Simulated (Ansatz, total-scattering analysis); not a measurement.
## Reading the total scattering of a disordered sample

The sample: formamide (16 formamide; N 16.7, C 16.7, O 16.7, H 50.0 atom %) at 320 K, fixed volume (mean pressure 0.6 GPa), ρ₀ = 0.0906 Å⁻³. The data come from ab initio molecular dynamics with Ansatz (revPBE-D3(BJ), plane waves, PAW default files, Langevin thermostat, no spin, fixed volume, H with the mass of D). The average runs over 0.63 ps of 96 atoms, so shells between rare elements are rough. Mean temperature 307 K, largest m.s.d. 0.97 Å², energy drift -1 meV an atom (last third less first, no steady trend), Langevin friction 10 ps⁻¹; the first quarter of the run is discarded. Start: last frame of a classical run of this cell at the same density and temperature. So short a stretch relaxes bonds and nearest shells but still remembers its start. It is a liquid that moves slowly on the time of the run as far as so short a run tells.

S(Q) is the Faber–Ziman total, Σ ci cj fi fj (Sij − 1)/⟨f⟩² + 1. Below 4 Å⁻¹ the partials are summed on the cell's own reciprocal vectors (from 0.62 Å⁻¹) and folded with a Gaussian of σ = 0.14 Å⁻¹; above it they are transforms of g(r) out to 6.9 Å, tapered over the last 40 %. The fold lowers sharp peaks, and with so few vectors their positions are good to about 0.1 Å⁻¹. X-rays take neutral-atom form factors, neutrons coherent lengths (N 9.36, C 6.6472, O 5.8037, H 6.6681 fm). Hydrogen is taken as deuterium. G(r) = 4πrρ₀[g(r) − 1] carries the resolution of a Lorch-windowed transform up to 20 Å⁻¹. The patterns are simulated, not measured. The cell is small: beyond half the box only the part of each shell inside it is counted, and low-Q values rest on few vectors.

```
Q (Å⁻¹)  X-ray  neutron
    0.6  -0.31     0.22
    0.9  -0.21     0.30
    1.2   0.24     0.68
    1.5   1.20     1.32
    1.8   2.43     1.88
    2.1   1.73     1.42
    2.4   1.15     1.14
    2.7   0.65     0.91
    3.0   0.60     0.85
    3.3   0.51     0.81
    3.6   0.73     0.80
    3.9   0.85     0.86
    4.2   0.78     0.83
    4.5   0.69     0.77
    4.8   0.73     0.72
    5.1   0.94     0.74
    5.4   1.17     0.83
    5.7   1.30     0.93
    6.0   1.33     1.05
    6.3   1.31     1.15
    6.6   1.26     1.22
    6.9   1.15     1.23
    7.2   1.03     1.20
    7.5   0.92     1.13
    7.8   0.82     1.06
    8.1   0.76     1.01
    8.4   0.78     0.98
    8.7   0.87     0.96
    9.0   0.95     0.96
    9.3   0.97     0.97
    9.6   0.97     0.97
    9.9   0.98     0.96
   10.2   1.02     0.94
   10.5   1.07     0.94
   10.8   1.13     0.95
   11.1   1.17     0.96
   11.4   1.16     0.96
   11.7   1.12     0.97
   12.0   1.06     0.99
```

G(r):

```
r (Å)  X-ray  neutron
  0.6  -0.52    -0.64
  0.7  -0.57    -0.93
  0.8  -0.57    -0.59
  0.9  -0.86     0.91
  1.0  -0.93     2.49
  1.1   0.63     2.67
  1.2   3.47     1.61
  1.3   4.63     0.54
  1.4   2.44    -0.31
  1.5  -0.67    -1.09
  1.6  -2.06    -1.43
  1.7  -1.97    -1.30
  1.8  -1.66    -0.98
  1.9  -1.67    -0.47
  2.0  -1.68     0.18
  2.1  -1.22     0.35
  2.2  -0.28    -0.21
  2.3   0.14    -0.81
  2.4  -0.71    -1.07
  2.5  -1.94    -1.20
  2.6  -2.29    -1.26
  2.7  -1.81    -1.10
  2.8  -1.24    -0.77
  2.9  -0.93    -0.47
  3.0  -0.83    -0.26
  3.1  -0.72    -0.14
  3.2  -0.40    -0.07
  3.3   0.11     0.05
  3.4   0.58     0.19
  3.5   1.01     0.32
  3.6   1.43     0.41
  3.7   1.59     0.44
  3.8   1.30     0.40
  3.9   0.90     0.39
  4.0   0.72     0.43
  4.1   0.71     0.45
  4.2   0.65     0.39
  4.3   0.50     0.34
  4.4   0.40     0.33
  4.5   0.38     0.36
  4.6   0.35     0.39
  4.7   0.28     0.38
  4.8   0.26     0.34
  4.9   0.34     0.29
  5.0   0.39     0.22
  5.1   0.34     0.13
  5.2   0.19     0.07
  5.3  -0.01     0.04
  5.4  -0.23     0.01
  5.5  -0.39    -0.08
  5.6  -0.41    -0.19
  5.7  -0.33    -0.23
  5.8  -0.21    -0.16
  5.9  -0.16    -0.09
  6.0  -0.20    -0.11
```

**Question.** Which pairs make the maxima of G(r) below 4.5 Å, and what can the data say of the number of neighbours?

Each pair enters with the weight ci cj fi fj (2 − δij)/⟨f⟩², taking f = Z for X-rays at Q = 0: H–H 0.02 / 0.23; N–H 0.07 / 0.21; N–O 0.19 / 0.06; C–O 0.17 / 0.04; C–H 0.06 / 0.15; N–C 0.15 / 0.07; O–H 0.08 / 0.13; O–O 0.11 / 0.02 (X-ray / neutron).

| radiation | maximum (Å) | G (Å⁻²) | pairs that make it (share of the curvature of G, each pair at the same resolution) |
| --- | --- | --- | --- |
| X-ray | 1.28 | 4.68 | C–O 60 %, N–C 40 % |
| X-ray | 2.28 | 0.16 | N–O 99 % |
| X-ray | 3.69 | 1.59 | C–O 35 %, O–O 31 %, N–C 21 %, N–N 11 % |
| neutron | 1.06 | 2.81 | N–H 77 %, C–H 23 % |
| neutron | 2.07 | 0.39 | C–H 44 %, N–H 34 %, O–H 21 % |
| neutron | 4.07 | 0.45 | N–H 34 %, C–C 23 %, C–H 15 %, N–C 12 % |

The first shell (N–H, 1.02 Å) shares its range with C–H (1.10 Å), C–O (1.25 Å) and N–C (1.34 Å), so its area is a weighted sum. The maxima can be assigned, but 2 totals can't separate 10 partials, so the counts below come from the model itself.

From the coordinates:

| pair | first peak (Å) | g there | first minimum (Å) | g there | neighbours | kind |
| --- | --- | --- | --- | --- | --- | --- |
| N–H | 1.02 | 37.9 | 1.32 | 0.00 | 2.0 H per N, 0.7 N per H | within molecules |
| C–H | 1.10 | 15.2 | 1.42 | 0.00 | 1.0 H per C, 0.3 C per H | within molecules |
| C–O | 1.25 | 43.0 | 1.60 | 0.00 | 1.0 O per C, 1.0 C per O | within molecules |
| N–C | 1.34 | 34.0 | 1.72 | 0.00 | 1.0 C per N, 1.0 N per C | within molecules |
| H–H | 1.75 | 2.5 | 2.00 | 0.12 | 0.7 | within molecules |
| O–H | 2.04 | 4.2 | 2.28 | 0.83 | 2.4 H per O, 0.8 O per H | 57 % within molecules at the peak |
| N–O | 2.29 | 9.0 | 2.54 | 0.09 | 1.0 O per N, 1.0 N per O | within molecules |
| O–O | 3.76 | 2.4 | 4.44 | 0.91 | 4.6 | between molecules |
| C–C | 4.11 | 2.3 | 5.84 | 0.61 | 12.0 | between molecules |

Distances within molecules give the sharpest pair functions, and with hydrogen they rule the neutron S(Q) at high Q: N–H 1.02 Å, C–H 1.10 Å, C–O 1.25 Å, N–C 1.34 Å, H–H 1.75 Å and N–O 2.29 Å (first peaks only). On the last frame 75 % of the H on O, N or F point at an acceptor of another molecule or at an anion within hydrogen-bond range (2.35 Å to O, N, F; 2.85 Å to Cl, Br, I).

[Logs are printed without paths, hosts, clocks, repeated set-up lines and the standing remarks that a program may print on its own settings, such as how far it seeks lower states.]
